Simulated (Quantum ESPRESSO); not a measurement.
# MnO (Manganosite): a ladder in cutoff, mesh and threshold together

Wanted: the cheapest choice of cutoff, mesh and threshold together that holds the magnetic results of MnO (Manganosite).

Method: PBEsol with U = 4 eV on Mn d (ortho-atomic projectors); plane waves with GBRV 1.5 PBEsol potentials, no spin-orbit coupling (settings of the first rung), in Quantum ESPRESSO 7.5.

## 1. The starting structure

Symmetry: Fm-3m, No. 225, cubic system. The conventional cell has a = 4.446 Å, b = 4.446 Å, c = 4.446 Å, α = 90.00°, β = 90.00°, γ = 90.00°. Nearest to Mn lie 6 O at 2.22 Å. O has 6 Mn at 2.22 Å nearest. Farther neighbours and most contacts between anions are not listed.

The cell comes from the Crystallography Open Database.

## 2. Rung 1, start ferro +

File pw.in:

```
&CONTROL
  calculation = 'scf'
  prefix = 'pwscf'
  outdir = './tmp'
  pseudo_dir = './pseudo'
  disk_io = 'nowf'
/
&SYSTEM
  ibrav = 0
  celldm(1) = 8
  nat = 2
  ntyp = 2
  ecutwfc = 22
  ecutrho = 154
  nbnd = 19
  occupations = 'smearing'
  smearing = 'fd'
  degauss = 0.00367493
  nspin = 2
  starting_magnetization(1) = 0.3
  starting_magnetization(2) = 0
/
&ELECTRONS
  conv_thr = 2d-06
  electron_maxstep = 150
  mixing_beta = 0.3
/
ATOMIC_SPECIES
Mn     54.9380 mn_pbesol_v1.5.uspp.F.UPF
O      15.9990 o_pbesol_v1.2.uspp.F.UPF
CELL_PARAMETERS alat
   0.0000000000000    0.5251076468804    0.5251076468804
   0.5251076468804    0.0000000000000    0.5251076468804
   0.5251076468804    0.5251076468804    0.0000000000000
ATOMIC_POSITIONS crystal
Mn      0.0000000000    0.0000000000    0.0000000000
O       0.5000000000    0.5000000000    0.5000000000
K_POINTS automatic
4 4 4 0 0 0
HUBBARD {ortho-atomic}
U Mn-3d 4.0000
```

On the command line:

```sh
$ OMP_NUM_THREADS=1 mpirun -n 2 pw.x -nk 2 -in pw.in > pw.out
```

The log of the run:

```text
Program PWSCF v.7.5 starts

     Message from routine setup:
     using ibrav=0 with symmetry is DISCOURAGED, use correct ibrav instead

     K-points division:     npool     =       2
     Subspace diagonalization in iterative solution of the eigenvalue problem:

     bravais-lattice index     =            0
     lattice parameter (alat)  =       8.0000  a.u.
     unit-cell volume          =     148.2672 (a.u.)^3
     number of atoms/cell      =            2
     number of atomic types    =            2
     number of electrons       =        21.00
     number of Kohn-Sham states=           19
     kinetic-energy cutoff     =      22.0000  Ry
     charge density cutoff     =     154.0000  Ry
     scf convergence threshold =      2.0E-06
     mixing beta               =       0.3000
     number of iterations used =            8  plain     mixing
     Exchange-correlation= SLA  PW   PSX  PSC
                           (   1   4  10   8   0   0   0)
     Hubbard projectors: ortho-atomic
     Hubbard parameters of DFT+U (Dudarev formulation) in eV:
     U(Mn-3d) =  4.0000

     Internal variables: lda_plus_u =T, lda_plus_u_kind = 0

     Internal variables: orbital_resolved =F, hub_pot_fix =F, apply_U = F

     celldm(1)=   8.000000  celldm(2)=   0.000000  celldm(3)=   0.000000
     celldm(4)=   0.000000  celldm(5)=   0.000000  celldm(6)=   0.000000

     crystal axes: (cart. coord. in units of alat)
               a(1) = (   0.000000   0.525108   0.525108 )
               a(2) = (   0.525108   0.000000   0.525108 )
               a(3) = (   0.525108   0.525108   0.000000 )

     reciprocal axes: (cart. coord. in units 2 pi/alat)
               b(1) = ( -0.952186  0.952186  0.952186 )
               b(2) = (  0.952186 -0.952186  0.952186 )
               b(3) = (  0.952186  0.952186 -0.952186 )

     PseudoPot. # 1 for Mn read from file:
     mn_pbesol_v1.5.uspp.F.UPF
     Pseudo is Ultrasoft + core correction, Zval = 15.0

     PseudoPot. # 2 for O  read from file:
     o_pbesol_v1.2.uspp.F.UPF
     Pseudo is Ultrasoft + core correction, Zval =  6.0

     atomic species   valence    mass     pseudopotential
     Mn               15.00    54.93800     Mn( 1.00)
     O                 6.00    15.99900     O ( 1.00)

     Starting magnetic structure
     atomic species   magnetization
     Mn              0.300
     O               0.000

     48 Sym. Ops., with inversion, found

   Cartesian axes

     site n.     atom                  positions (alat units)
         1        Mn     tau(   1) = (   0.0000000   0.0000000   0.0000000  )
         2        O      tau(   2) = (   0.5251076   0.5251076   0.5251076  )

     number of k points=     8  Fermi-Dirac smearing, width (Ry)=  0.0037
                       cart. coord. in units 2pi/alat
        k(    1) = (   0.0000000   0.0000000   0.0000000), wk =   0.0156250
        k(    2) = (   0.2380464   0.2380464  -0.2380464), wk =   0.1250000
        k(    3) = (  -0.4760929  -0.4760929   0.4760929), wk =   0.0625000
        k(    4) = (   0.4760929   0.0000000   0.0000000), wk =   0.0937500
        k(    5) = (  -0.2380464  -0.7141393   0.7141393), wk =   0.3750000
        k(    6) = (   0.0000000  -0.4760929   0.4760929), wk =   0.1875000
        k(    7) = (  -0.9521857   0.0000000   0.0000000), wk =   0.0468750
        k(    8) = (  -0.9521857   0.4760929   0.0000000), wk =   0.0937500

     Dense  grid:     4813 G-vectors     FFT dimensions: (  24,  24,  24)

     Smooth grid:     2085 G-vectors     FFT dimensions: (  18,  18,  18)

     Check: negative core charge=   -0.000079
     Generating pointlists ...
     new r_m :   0.2166 (alat units)  1.7329 (a.u.) for type    1
     new r_m :   0.2166 (alat units)  1.7329 (a.u.) for type    2

     Initial potential from superposition of free atoms

     starting charge      20.4999, renormalised to      21.0000

     STARTING HUBBARD OCCUPATIONS:

     =================== HUBBARD OCCUPATIONS ===================
     ------------------------ ATOM    1 ------------------------
     Tr[ns(  1)] (up, down, total) =   5.00000  0.00000  5.00000
     Atomic magnetic moment for atom   1 =   5.00000
     [... lines left out ...]
     Number of occupied Hubbard levels =    5.0000

     Atomic wfc used for Hubbard projectors are orthogonalized

     Starting wfcs are   17 randomized atomic wfcs +    2 random wfcs

     Self-consistent Calculation

     iteration #  1     ecut=    22.00 Ry     beta= 0.30
     Davidson diagonalization with overlap
     ethr =  1.00E-02,  avg # of iterations =  4.1

     =================== HUBBARD OCCUPATIONS ===================
     ------------------------ ATOM    1 ------------------------
     Tr[ns(  1)] (up, down, total) =   4.86608  0.14271  5.00878
     Atomic magnetic moment for atom   1 =   4.72337
     [... lines left out ...]
     Number of occupied Hubbard levels =    5.0088

     total energy              =    -242.46676346 Ry
     estimated scf accuracy    <       0.76974850 Ry

     total magnetization       =     4.97 Bohr mag/cell
     absolute magnetization    =     4.97 Bohr mag/cell

     iteration #  2     ecut=    22.00 Ry     beta= 0.30
     Davidson diagonalization with overlap
     ethr =  3.67E-03,  avg # of iterations =  1.5

     total energy              =    -242.58689127 Ry
     estimated scf accuracy    <       0.05048719 Ry

     total magnetization       =     5.00 Bohr mag/cell
     absolute magnetization    =     5.00 Bohr mag/cell

     [... further iterations left out ...]

     iteration #  6     ecut=    22.00 Ry     beta= 0.30
     Davidson diagonalization with overlap
     ethr =  1.15E-07,  avg # of iterations =  2.6

     negative rho (up, down):  0.000E+00 1.516E-03

     total energy              =    -242.59645542 Ry
     estimated scf accuracy    <       0.00001441 Ry

     total magnetization       =     5.00 Bohr mag/cell
     absolute magnetization    =     5.00 Bohr mag/cell

     iteration #  7     ecut=    22.00 Ry     beta= 0.30
     Davidson diagonalization with overlap
     ethr =  6.86E-08,  avg # of iterations =  1.6

     negative rho (up, down):  0.000E+00 1.529E-03

     Magnetic moment per site  (integrated on atomic sphere of radius R)
     atom   1 (R=0.217)  charge= 12.6339  magn=  4.3209
     atom   2 (R=0.217)  charge=  5.9522  magn=  0.1826

     End of self-consistent calculation

     =================== HUBBARD OCCUPATIONS ===================
     ------------------------ ATOM    1 ------------------------
     Tr[ns(  1)] (up, down, total) =   4.96408  0.26570  5.22978
     Atomic magnetic moment for atom   1 =   4.69837
     [... lines left out ...]
     Number of occupied Hubbard levels =    5.2298

     [... lines left out ...]
     the Fermi energy is    12.5715 ev

!    total energy              =    -242.59650880 Ry
     estimated scf accuracy    <       0.00000044 Ry
     smearing contrib. (-TS)   =      -0.00017872 Ry
     internal energy E=F+TS    =    -242.59633008 Ry

     The total energy is F=E-TS. E is the sum of the following terms:
     one-electron contribution =    -107.70784567 Ry
     hartree contribution      =      64.42755581 Ry
     xc contribution           =     -33.58182494 Ry
     ewald contribution        =    -165.77564252 Ry
     Hubbard energy            =       0.04142724 Ry

     total magnetization       =     5.00 Bohr mag/cell
     absolute magnetization    =     5.00 Bohr mag/cell

     convergence has been achieved in   7 iterations

=------------------------------------------------------------------------------=
   JOB DONE.
=------------------------------------------------------------------------------=
```

Run time: 1.6 s. Hardware: 2 MPI ranks of Arm Neoverse V1, shared host; peak memory 0.05 GiB.

Spin moment in the atom's sphere by atom:

```tsv
atom	spin moment in the atom's sphere (μB)
Mn1	4.32
O2	0.18
```

Numbers from this step:

```
magnetization : 5 μB
final state   : ferromagnetic
```

## 3. Rung 1, start antiferro q=(0,1/2,1/2) +-

The wavevector q is in fractions of the reciprocal vectors of the crystal's primitive cell, as the cells of these inputs are built from it; moments change sign between cells as cos(2π q·R).

File pw.in:

```
&CONTROL
  calculation = 'scf'
  prefix = 'pwscf'
  outdir = './tmp'
  pseudo_dir = './pseudo'
  disk_io = 'nowf'
/
&SYSTEM
  ibrav = 0
  celldm(1) = 8
  nat = 4
  ntyp = 3
  ecutwfc = 22
  ecutrho = 154
  nbnd = 30
  occupations = 'smearing'
  smearing = 'fd'
  degauss = 0.00367493
  nspin = 2
  starting_magnetization(1) = 0.3
  starting_magnetization(2) = -0.3
  starting_magnetization(3) = 0
/
&ELECTRONS
  conv_thr = 4d-06
  electron_maxstep = 150
  mixing_beta = 0.3
/
ATOMIC_SPECIES
Mn1    54.9380 mn_pbesol_v1.5.uspp.F.UPF
Mn2    54.9380 mn_pbesol_v1.5.uspp.F.UPF
O      15.9990 o_pbesol_v1.2.uspp.F.UPF
CELL_PARAMETERS alat
   0.0000000000000    0.5251076468804    0.5251076468804
   1.0502152937608    0.0000000000000    1.0502152937608
   1.0502152937608    0.5251076468804    0.5251076468804
ATOMIC_POSITIONS crystal
Mn1     0.0000000000    0.0000000000    0.0000000000
Mn2     0.0000000000    0.5000000000    0.0000000000
O       0.5000000000    0.0000000000    0.5000000000
O       0.5000000000    0.5000000000    0.5000000000
K_POINTS automatic
4 2 4 0 0 0
HUBBARD {ortho-atomic}
U Mn1-3d 4.0000
U Mn2-3d 4.0000
```

The log of the run:

```text
     [... lines left out ...]
Program PWSCF v.7.5 starts
     [... lines left out ...]
     number of atoms/cell      =            4
     [... lines left out ...]
     number of electrons       =        42.00
     number of Kohn-Sham states=           30
     kinetic-energy cutoff     =      22.0000  Ry
     charge density cutoff     =     154.0000  Ry
     scf convergence threshold =      4.0E-06
     [... lines left out ...]
     16 Sym. Ops., with inversion, found
     [... lines left out ...]
     number of k points=    10  Fermi-Dirac smearing, width (Ry)=  0.0037
     [... lines left out ...]
     iteration #  8     ecut=    22.00 Ry     beta= 0.30
     [... lines left out ...]
     Magnetic moment per site  (integrated on atomic sphere of radius R)
     atom   1 (R=0.217)  charge= 12.6274  magn=  4.3073
     atom   2 (R=0.217)  charge= 12.6274  magn= -4.3073
     atom   3 (R=0.217)  charge=  5.9525  magn= -0.0612
     atom   4 (R=0.217)  charge=  5.9525  magn=  0.0612
     [... lines left out ...]
     Tr[ns(  1)] (up, down, total) =   4.95718  0.27244  5.22962
     [... lines left out ...]
     Tr[ns(  2)] (up, down, total) =   0.27244  4.95718  5.22962
     [... lines left out ...]
     the Fermi energy is    12.8489 ev
!    total energy              =    -485.20160642 Ry
     estimated scf accuracy    <       0.00000033 Ry
     smearing contrib. (-TS)   =      -0.00000951 Ry
     [... lines left out ...]
     total magnetization       =     0.00 Bohr mag/cell
     absolute magnetization    =     9.65 Bohr mag/cell
     convergence has been achieved in   8 iterations
```

Elapsed: 5.3 s, on 2 MPI ranks; peak memory 0.15 GiB; 10 s of CPU time.

Spin moment in the atom's sphere by atom:

```tsv
atom	spin moment in the atom's sphere (μB)
Mn1	4.31
Mn2	-4.31
O3	-0.06
O4	0.06
```

This step gave:

* magnetization: 0 μB
* final state: antiferromagnetic

## 4. Rung 2, start ferro +

File pw.in:

```
&CONTROL
  calculation = 'scf'
  prefix = 'pwscf'
  outdir = './tmp'
  pseudo_dir = './pseudo'
  disk_io = 'nowf'
/
&SYSTEM
  ibrav = 0
  celldm(1) = 8
  nat = 2
  ntyp = 2
  ecutwfc = 30
  ecutrho = 210
  nbnd = 19
  occupations = 'smearing'
  smearing = 'fd'
  degauss = 0.00367493
  nspin = 2
  starting_magnetization(1) = 0.3
  starting_magnetization(2) = 0
/
&ELECTRONS
  conv_thr = 2d-07
  electron_maxstep = 150
  mixing_beta = 0.3
/
ATOMIC_SPECIES
Mn     54.9380 mn_pbesol_v1.5.uspp.F.UPF
O      15.9990 o_pbesol_v1.2.uspp.F.UPF
CELL_PARAMETERS alat
   0.0000000000000    0.5251076468804    0.5251076468804
   0.5251076468804    0.0000000000000    0.5251076468804
   0.5251076468804    0.5251076468804    0.0000000000000
ATOMIC_POSITIONS crystal
Mn      0.0000000000    0.0000000000    0.0000000000
O       0.5000000000    0.5000000000    0.5000000000
K_POINTS automatic
6 6 6 0 0 0
HUBBARD {ortho-atomic}
U Mn-3d 4.0000
```

The log of the run:

```text
     [... lines left out ...]
Program PWSCF v.7.5 starts
     [... lines left out ...]
     number of atoms/cell      =            2
     [... lines left out ...]
     number of electrons       =        21.00
     number of Kohn-Sham states=           19
     kinetic-energy cutoff     =      30.0000  Ry
     charge density cutoff     =     210.0000  Ry
     scf convergence threshold =      2.0E-07
     [... lines left out ...]
     48 Sym. Ops., with inversion, found
     [... lines left out ...]
     number of k points=    16  Fermi-Dirac smearing, width (Ry)=  0.0037
     [... lines left out ...]
     iteration #  9     ecut=    30.00 Ry     beta= 0.30
     [... lines left out ...]
     Magnetic moment per site  (integrated on atomic sphere of radius R)
     atom   1 (R=0.217)  charge= 12.5758  magn=  4.2830
     atom   2 (R=0.217)  charge=  5.9564  magn=  0.1771
     [... lines left out ...]
     Tr[ns(  1)] (up, down, total) =   4.96985  0.25196  5.22181
     [... lines left out ...]
     the Fermi energy is    12.7065 ev
!    total energy              =    -243.25439263 Ry
     estimated scf accuracy    <          7.1E-09 Ry
     smearing contrib. (-TS)   =      -0.00006881 Ry
     [... lines left out ...]
     total magnetization       =     5.00 Bohr mag/cell
     absolute magnetization    =     5.00 Bohr mag/cell
     convergence has been achieved in   9 iterations
```

Wall time 3.7 s (2 MPI ranks); peak memory 0.13 GiB; 7.4 s of CPU time.

This step gave:

| Item | Value |
| --- | --- |
| magnetization | 5 μB |
| final state | ferromagnetic |
| largest moment | 4.283 μB |

## 5. Rung 2, start antiferro q=(0,1/2,1/2) +-

File pw.in:

```
&CONTROL
  calculation = 'scf'
  prefix = 'pwscf'
  outdir = './tmp'
  pseudo_dir = './pseudo'
  disk_io = 'nowf'
/
&SYSTEM
  ibrav = 0
  celldm(1) = 8
  nat = 4
  ntyp = 3
  ecutwfc = 30
  ecutrho = 210
  nbnd = 30
  occupations = 'smearing'
  smearing = 'fd'
  degauss = 0.00367493
  nspin = 2
  starting_magnetization(1) = 0.3
  starting_magnetization(2) = -0.3
  starting_magnetization(3) = 0
/
&ELECTRONS
  conv_thr = 4d-07
  electron_maxstep = 150
  mixing_beta = 0.3
/
ATOMIC_SPECIES
Mn1    54.9380 mn_pbesol_v1.5.uspp.F.UPF
Mn2    54.9380 mn_pbesol_v1.5.uspp.F.UPF
O      15.9990 o_pbesol_v1.2.uspp.F.UPF
CELL_PARAMETERS alat
   0.0000000000000    0.5251076468804    0.5251076468804
   1.0502152937608    0.0000000000000    1.0502152937608
   1.0502152937608    0.5251076468804    0.5251076468804
ATOMIC_POSITIONS crystal
Mn1     0.0000000000    0.0000000000    0.0000000000
Mn2     0.0000000000    0.5000000000    0.0000000000
O       0.5000000000    0.0000000000    0.5000000000
O       0.5000000000    0.5000000000    0.5000000000
K_POINTS automatic
6 3 6 0 0 0
HUBBARD {ortho-atomic}
U Mn1-3d 4.0000
U Mn2-3d 4.0000
```

The log of the run:

```text
     [... lines left out ...]
Program PWSCF v.7.5 starts
     [... lines left out ...]
     number of atoms/cell      =            4
     [... lines left out ...]
     number of electrons       =        42.00
     number of Kohn-Sham states=           30
     kinetic-energy cutoff     =      30.0000  Ry
     charge density cutoff     =     210.0000  Ry
     scf convergence threshold =      4.0E-07
     [... lines left out ...]
     16 Sym. Ops., with inversion, found
     [... lines left out ...]
     number of k points=    20  Fermi-Dirac smearing, width (Ry)=  0.0037
     [... lines left out ...]
     iteration #  9     ecut=    30.00 Ry     beta= 0.30
     [... lines left out ...]
     Magnetic moment per site  (integrated on atomic sphere of radius R)
     atom   1 (R=0.217)  charge= 12.5698  magn=  4.2722
     atom   2 (R=0.217)  charge= 12.5698  magn= -4.2722
     atom   3 (R=0.217)  charge=  5.9573  magn= -0.0592
     atom   4 (R=0.217)  charge=  5.9573  magn=  0.0592
     [... lines left out ...]
     Tr[ns(  1)] (up, down, total) =   4.96299  0.25711  5.22010
     [... lines left out ...]
     Tr[ns(  2)] (up, down, total) =   0.25711  4.96299  5.22011
     [... lines left out ...]
     the Fermi energy is    12.9506 ev
!    total energy              =    -486.51622147 Ry
     estimated scf accuracy    <       0.00000008 Ry
     smearing contrib. (-TS)   =      -0.00000575 Ry
     [... lines left out ...]
     total magnetization       =     0.00 Bohr mag/cell
     absolute magnetization    =     9.67 Bohr mag/cell
     convergence has been achieved in   9 iterations
```

Run time: 17 s. Hardware: 2 MPI ranks; peak memory 0.19 GiB.

This step gave:

| Property | Result |
| --- | --- |
| magnetization | 0 μB |
| final state | antiferromagnetic |
| largest moment | 4.272 μB |

## 6. Rung 3, start ferro +

File pw.in:

```
&CONTROL
  calculation = 'scf'
  prefix = 'pwscf'
  outdir = './tmp'
  pseudo_dir = './pseudo'
  disk_io = 'nowf'
/
&SYSTEM
  ibrav = 0
  celldm(1) = 8
  nat = 2
  ntyp = 2
  ecutwfc = 40
  ecutrho = 280
  nbnd = 19
  occupations = 'smearing'
  smearing = 'fd'
  degauss = 0.00367493
  nspin = 2
  starting_magnetization(1) = 0.3
  starting_magnetization(2) = 0
/
&ELECTRONS
  conv_thr = 4d-09
  electron_maxstep = 150
  mixing_beta = 0.3
/
ATOMIC_SPECIES
Mn     54.9380 mn_pbesol_v1.5.uspp.F.UPF
O      15.9990 o_pbesol_v1.2.uspp.F.UPF
CELL_PARAMETERS alat
   0.0000000000000    0.5251076468804    0.5251076468804
   0.5251076468804    0.0000000000000    0.5251076468804
   0.5251076468804    0.5251076468804    0.0000000000000
ATOMIC_POSITIONS crystal
Mn      0.0000000000    0.0000000000    0.0000000000
O       0.5000000000    0.5000000000    0.5000000000
K_POINTS automatic
8 8 8 0 0 0
HUBBARD {ortho-atomic}
U Mn-3d 4.0000
```

The log of the run:

```text
     [... lines left out ...]
Program PWSCF v.7.5 starts
     [... lines left out ...]
     number of atoms/cell      =            2
     [... lines left out ...]
     number of electrons       =        21.00
     number of Kohn-Sham states=           19
     kinetic-energy cutoff     =      40.0000  Ry
     charge density cutoff     =     280.0000  Ry
     scf convergence threshold =      4.0E-09
     [... lines left out ...]
     48 Sym. Ops., with inversion, found
     [... lines left out ...]
     number of k points=    29  Fermi-Dirac smearing, width (Ry)=  0.0037
     [... lines left out ...]
     iteration # 11     ecut=    40.00 Ry     beta= 0.30
     [... lines left out ...]
     Magnetic moment per site  (integrated on atomic sphere of radius R)
     atom   1 (R=0.217)  charge= 12.5758  magn=  4.2808
     atom   2 (R=0.217)  charge=  5.9602  magn=  0.1783
     [... lines left out ...]
     Tr[ns(  1)] (up, down, total) =   4.96945  0.25088  5.22034
     [... lines left out ...]
     the Fermi energy is    12.7405 ev
!    total energy              =    -243.28257808 Ry
     estimated scf accuracy    <          4.4E-11 Ry
     smearing contrib. (-TS)   =      -0.00003237 Ry
     [... lines left out ...]
     total magnetization       =     5.00 Bohr mag/cell
     absolute magnetization    =     5.00 Bohr mag/cell
     convergence has been achieved in  11 iterations
```

Run time: 7.6 s. Hardware: 2 MPI ranks; peak memory 0.16 GiB; 15 s of CPU time.

Numbers from this step:

* magnetization: 5 μB
* final state: ferromagnetic
* largest moment: 4.281 μB

(Part 1 of 2 ends here.)

[Logs and program files are shortened in this print: banners, set-up blocks, solver, clock and traceback lines can be left out without a mark of their own.]

[Logs are printed without paths, hosts, clocks, repeated set-up lines and the standing remarks that a program may print on its own settings, such as how far it seeks lower states.]

[Hosts, paths, dates, database ids (printed as entryN), source tags and the programs' standing remarks are cut or masked in the printed files.]

[Where a cell is said to come from a database of computed structures, the database is the Materials Project.]
